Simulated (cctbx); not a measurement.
# Lattice, Laue class and space group of a new crystal

Cell: a = 4.2020 Å, b = 4.6030 Å, c = 8.0570 Å, α = 90.00°, β = 90.00°, γ = 90.00°. Expected content of the cell: La2 Ni1 Mg3.

The data are simulated with cctbx, not measured: Cu Kα, λ = 1.54184 Å, to d = 0.83 Å, 50 % of the full sphere, strongest reflection 5000 counts, noise from counting, a 4 % proportional error and a noise floor of 15 counts (s.d.); no absorption.

Tests on the unmerged data give:

```text
548 reflections to d = 0.834 A
centring   violations  <I/sigma> of those
    A         87 of   270      3.0
    B        187 of   271      9.9
    C        188 of   287      9.3
    I        183 of   281      9.3
    R        240 of   372      9.3
    F        231 of   414      7.4
Laue class    unique    Rint  (classes that these axes allow; Friedel mates merged)
P -1              409   0.050
P 1 2/m 1         282   0.048
P 1 1 2/m         276   0.049
P 2/m 1 1         287   0.048
P m m m           185   0.051
space group    extra absences  I>4sigma  <I/sigma>
P 2 2 2                 0          0         -  acentric
P 2 21 2                4          0       1.0  acentric
P m m 2                 0          0         -  acentric
P 2 m m                 0          0         -  acentric
P m 2 m                 0          0         -  acentric
P m 21 b               21          0       0.9  acentric
P 2 m b                21          0       0.9  acentric
P m m m                 0          0         -  centric
P m m b                21          0       0.9  centric
Wilson B = 1.25 A^2   <|E^2-1|> = 0.808 (0.968 centric, 0.736 acentric)   E^2>4: 0.0 %
shell (A)         n   <I/sigma>
 8.06 - 1.66     28     14.6
 1.66 - 1.32     24     15.6
 1.32 - 1.16     21     12.0
 1.16 - 1.05     24     15.0
 1.05 - 0.98     26     14.3
 0.98 - 0.92     17     11.7
 0.92 - 0.87     23     11.8
 0.87 - 0.83     22     13.1
```

Q: Read the symmetry from these tables.

Every centring test has many violations, so the lattice is primitive.

Rint stays low (0.048 to 0.051) up to P m m m, the highest class in these axes.

9 settings pass the absence test. The most absences obeyed, 21, belong to P m 21 b, P 2 m b and P m m b, which absences can't tell apart.

⟨|E²−1|⟩ = 0.808 lies between the two ideal values. The Wilson B of 1.25 Å² means U ≈ 0.0158 Å².

The true group is Pmm2 (no. 25), Laue class mmm, non-centrosymmetric. It passes the tests but isn't the first choice, because the arrangement of the atoms makes further classes of reflections very weak or absent.

The model was made for the exercise: a known structure type with other elements put in, its volume estimated, not relaxed; displacement parameters are assumed.

[Logs are printed without paths, hosts, clocks, repeated set-up lines and the standing remarks that a program may print on its own settings, such as how far it seeks lower states.]
